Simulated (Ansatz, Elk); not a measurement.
# BeH: X-ray structure factors from the self-consistent density, part 2 of 2

Structure refinements treat a crystal as free atoms side by side. For a made-up structure of BeH (cell and positions from a PBE relaxation) the runs below show what the calculated density changes in F(hkl).

Elk 11.2.3 (patched build); all-electron DFT.

So far. Step 4 (Another try): Its structure factors differ from the first run's by R = 0.4 %.

The structure was built from a prototype and need not be the compound's stable phase.

## 5. Another functional

Level of this step: DFT, LDA (Perdew-Wang), all-electron APW+lo, Dirac cores, scalar-relativistic bands, static density, no spin (Elk).

The difference from free atoms is small, so it is set against the change that LDA (Perdew-Wang) makes.

elk.in reads:

```
tasks
  0
  195

xctype
  3

spinpol
  .false.

rgkmax
  7.0

gmaxvr
  14.0

lmaxo
  7

lmaxapw
  8

swidth
  0.002

tshift
  .false.

ramdisk
  .false.

hmaxvr
  5.5

maxscl
  120

epspot
  1e-06

sppath
  './'

avec
  0.00000000000 3.36648578935 3.36648578935
  3.36648578935 0.00000000000 3.36648578935
  3.36648578935 3.36648578935 -0.00000000000

atoms
  2
  'Be.in'
  1
  0.0000000000 -0.0000000000 -0.0000000000   0.000000 0.000000 0.000000
  'H.in'
  1
  0.5000000000 0.5000000000 0.5000000000   0.000000 0.000000 0.000000

ngridk
  11 11 11
```

Run with:

```sh
$ OMP_NUM_THREADS=4 elk
```

Numbers of over 12 decimals in the logs are rounded to 6 here.

The program printed:

```text
┌─────────────────────────┐
│ Elk code version 11.2.3 │
└─────────────────────────┘

All units are atomic (Hartree, Bohr, etc.)

┌─────────────────────────────────────────────────┐
│ Ground-state run starting from atomic densities │
└─────────────────────────────────────────────────┘

Lattice vectors :
   0.000000000       3.366485789       3.366485789
   3.366485789       0.000000000       3.366485789
   3.366485789       3.366485789      -0.000000000

Reciprocal lattice vectors :
 -0.9331964696      0.9331964696      0.9331964696
[...]
interstitial                :    1.379562319
 muffin-tins (core leakage)
  species : 1 (Be)
   atom 1                    :    2.793662354     (  0.1240761212E-02)
  species : 2 (H)
   atom 1                    :   0.8267753270     (   0.000000000    )
 total in muffin-tins        :    3.620437681
 total calculated charge     :    4.998683288
 total charge                :    5.000000000
 error                       :   0.1316711662E-02

┌──────────────────────────────┐
│ Self-consistent loop stopped │
└──────────────────────────────┘

Warning : core states of species 1 leak from the muffin-tin :   0.1240761212E-02

Wrote STATE.OUT
[key lines of the parts left out:]
total energy                :     -15.139599397020
```

The job ended after 1.6 s (4 threads of Intel Xeon Platinum 8488C (Sapphire Rapids), shared host; peak memory 0.16 GiB).

Against the first run R = 0.92 %; the largest change is -0.014 at 400.

## 6. Basis size

The basis and the expansions that go with it are enlarged, to see whether the differences are converged.

elk.in: that of step 5 with these lines changed.

```diff
@@ -5,3 +5,3 @@
 xctype
-  3
+  20
 
@@ -11,12 +11,12 @@
 rgkmax
-  7.0
+  8.5
 
 gmaxvr
-  14.0
+  18.0
 
 lmaxo
-  7
+  9
 
 lmaxapw
-  8
+  10
```

Run with:

```sh
$ OMP_NUM_THREADS=4 elk
```

The program printed:

```text
┌─────────────────────────┐
│ Elk code version 11.2.3 │
└─────────────────────────┘

All units are atomic (Hartree, Bohr, etc.)

┌─────────────────────────────────────────────────┐
│ Ground-state run starting from atomic densities │
└─────────────────────────────────────────────────┘

Lattice vectors :
   0.000000000       3.366485789       3.366485789
   3.366485789       0.000000000       3.366485789
   3.366485789       3.366485789      -0.000000000

Reciprocal lattice vectors :
 -0.9331964696      0.9331964696      0.9331964696
[...]
interstitial                :    1.379771232
 muffin-tins (core leakage)
  species : 1 (Be)
   atom 1                    :    2.781428546     (  0.1136698274E-02)
  species : 2 (H)
   atom 1                    :   0.8388002218     (   0.000000000    )
 total in muffin-tins        :    3.620228768
 total calculated charge     :    4.998872332
 total charge                :    5.000000000
 error                       :   0.1127668198E-02

┌──────────────────────────────┐
│ Self-consistent loop stopped │
└──────────────────────────────┘

Warning : core states of species 1 leak from the muffin-tin :   0.1136698274E-02

Wrote STATE.OUT
[key lines of the parts left out:]
total energy                :     -15.309394988965
```

Elapsed: 6.5 s, on 4 threads; peak memory 0.16 GiB.

Against the first run R = 0.02 %; the largest change is -0.001 at 333.

## 7. A coarser k-mesh

About half the k-points along each axis test the sampling.

elk.in: that of step 6 with these lines changed.

```diff
@@ -11,12 +11,12 @@
 rgkmax
-  8.5
+  7.0
 
 gmaxvr
-  18.0
+  14.0
 
 lmaxo
-  9
+  7
 
 lmaxapw
-  10
+  8
 
@@ -58,2 +58,2 @@
 ngridk
-  11 11 11
+  6 6 6
```

Run with:

```sh
$ OMP_NUM_THREADS=4 elk
```

The program printed:

```text
┌─────────────────────────┐
│ Elk code version 11.2.3 │
└─────────────────────────┘

All units are atomic (Hartree, Bohr, etc.)

┌─────────────────────────────────────────────────┐
│ Ground-state run starting from atomic densities │
└─────────────────────────────────────────────────┘

Lattice vectors :
   0.000000000       3.366485789       3.366485789
   3.366485789       0.000000000       3.366485789
   3.366485789       3.366485789      -0.000000000

Reciprocal lattice vectors :
 -0.9331964696      0.9331964696      0.9331964696
[...]
interstitial                :    1.379060361
 muffin-tins (core leakage)
  species : 1 (Be)
   atom 1                    :    2.779280884     (  0.1135371327E-02)
  species : 2 (H)
   atom 1                    :   0.8416587548     (   0.000000000    )
 total in muffin-tins        :    3.620939639
 total calculated charge     :    4.998784557
 total charge                :    5.000000000
 error                       :   0.1215443104E-02

┌──────────────────────────────┐
│ Self-consistent loop stopped │
└──────────────────────────────┘

Warning : core states of species 1 leak from the muffin-tin :   0.1135371327E-02

Wrote STATE.OUT
[key lines of the parts left out:]
total energy                :     -15.310342379240
```

Elapsed: 2 s, on 4 threads; peak memory 0.16 GiB; 3.7 s of CPU time.

Against the first run R = 0.06 %; the largest change is -0.003 at 111.

## 8. Settings against the effect

```
                              run  R against the first run (%)  R against neutral atoms, low angle (%)  wall time
                    PBE, rgkmax 7                         0.00                                    2.27      3.1 s
                LDA (Perdew-Wang)                         0.92                                    1.66      1.6 s
rgkmax 8.5 with larger expansions                         0.02                                    2.27      6.5 s
                     k-mesh 6×6×6                         0.06                                    2.40        2 s
```

## 9. What came out

| Quantity | Value |
| --- | --- |
| R against neutral atoms, sin θ/λ < 0.3 Å⁻¹ | 2.27 % |
| R against neutral atoms, 0.3 to 0.79 Å⁻¹ | 1.67 % |

**Reading.** Independent neutral atoms miss the calculated amplitudes by R = 2.27 % below 0.3 Å⁻¹ and 1.67 % from there to 0.79 Å⁻¹; by shells, 2.27 % 0.15 to 0.3 (2 forms), 0.41 % 0.3 to 0.45 (1 form), 1.82 % above 0.45 (9 forms). Bonding, aspherical density and the tables' own atoms all enter these figures, and the runs don't part them. The largest change of an amplitude is -0.05 electrons, at 111. The window's part falls from 2.5 electrons at the origin to at most 0.08 between 0.45 and 0.79 Å⁻¹. Below 0.3 Å⁻¹ the changes that finished (LDA (Perdew-Wang), rgkmax 8.5 with larger expansions and k-mesh 6×6×6) move F by R = 0.60 % at most, against the 2.27 % that separates it from free atoms. Part of the difference isn't bonding: the tables are fits to free atoms and ions calculated by other methods than this functional. Thermal motion, anomalous dispersion and extinction are left out.

[Logs are printed without paths, hosts, clocks, repeated set-up lines and the standing remarks that a program may print on its own settings, such as how far it seeks lower states.]

[Hosts, paths, dates, database ids (printed as entryN), source tags and the programs' standing remarks are cut or masked in the printed files.]
